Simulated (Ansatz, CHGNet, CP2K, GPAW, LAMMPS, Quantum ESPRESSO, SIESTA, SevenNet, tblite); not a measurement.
# Which run comes nearest? Glassy 40SiO2-28Al2O3-16Li2O-16SrO (mol %) (85 atoms)

Density of this cell: 2.93 g/cm³. The cell holds 85 atoms: 10 Si, 14 Al, 8 Li, 4 Sr and 49 O. Its edges and angles: a = 10.152 Å, b = 10.152 Å, c = 10.152 Å, α = 90.0°, β = 90.0°, γ = 90.0°. 85 atoms (10 Si, 14 Al, 8 Li, 4 Sr, 49 O) placed at random at 2.93 g/cm³, melted at 4000 K for 10 ps at fixed volume with the Morse and Coulomb pair potential with partial charges (Pedone, Malavasi, Menziani, Cormack and Segre, J. Phys. Chem. B 110, 11780 (2006)). Quenched from 4000 K to 300 K at 6 K/ps and fixed volume, held 5 ps, then minimised at fixed cell.

Geometry: as built.

The reference, a calculation:

* method: Kohn-Sham DFT, PBE, PAW, plane waves (Ansatz 0.2.0); cutoff 420 eV, Γ point, fermi-dirac smearing of 0.05 eV; PAW set soft_2
* r.m.s. force component: 0.7358 eV/Å
* longest force: 2.917 eV/Å
* pressure: 4.29 GPa
* gap (highest filled to lowest empty level): 3.667 eV
* SCF cycles: 9
* time: 5.9 s on 8 threads of Arm Neoverse V2, shared host
* CPU time: 41 s

Runs, in no order:
A. CP2K PBE, DZVP-MOLOPT-SR, 600/50 Ry, TRS4 filter 1e-07, SCF 1e-07: Kohn-Sham DFT, PBE, GTH-PBE pseudopotentials, Gaussian and plane waves, DZVP-MOLOPT-SR-GTH, linear-scaling purification of the density matrix
B. CP2K PBE, SZV-MOLOPT-SR, 600/50 Ry, diagonalisation: Kohn-Sham DFT, PBE, GTH-PBE pseudopotentials, Gaussian and plane waves, SZV-MOLOPT-SR-GTH, diagonalisation
C. GPAW PBE, LCAO szp(dzp), h 0.18 Å: Kohn-Sham DFT, PBE, PAW, atomic orbitals (szp(dzp))
D. QE PBE, sssp-1.3.0-efficiency, 60/480 Ry: Kohn-Sham DFT, PBE, SSSP efficiency 1.3.0 pseudopotentials, plane waves
E. SevenNet l3i5 potential: machine-learned interatomic potential SevenNet l3i5, trained on PBE(+U) plane-wave data

**Question.** Rank the runs by how far their forces lie from the reference's, least first.

D, E, A, C, B.

```csv
run,"Δ force, r.m.s. (meV/Å)",share of r.m.s. force (%),CPU time
"D. QE PBE, sssp-1.3.0-efficiency, 60/480 Ry",30.2,4.10,9.5 min
E. SevenNet l3i5 potential,43.8,5.95,8.8 s
"A. CP2K PBE, DZVP-MOLOPT-SR, 600/50 Ry, TRS4 filter 1e-07, SCF 1e-07",70.0,9.51,2.9 min
"C. GPAW PBE, LCAO szp(dzp), h 0.18 Å",327,44.4,2.7 min
"B. CP2K PBE, SZV-MOLOPT-SR, 600/50 Ry, diagonalisation",978,133,2.6 min
```

Machine-learned potentials mimic data converged in k, so the reference's own k-point error enters their differences. The network of bonds at the start is that of the classical potential that made the cell, and needn't be the one that DFT or experiment would give. The electronic-structure runs sample only Γ, in a cell whose shortest periodic width is 10 Å.

[Logs are printed without paths, hosts, clocks, repeated set-up lines and the standing remarks that a program may print on its own settings, such as how far it seeks lower states.]

[Hosts, paths, dates, database ids (printed as entryN), source tags and the programs' standing remarks are cut or masked in the printed files.]
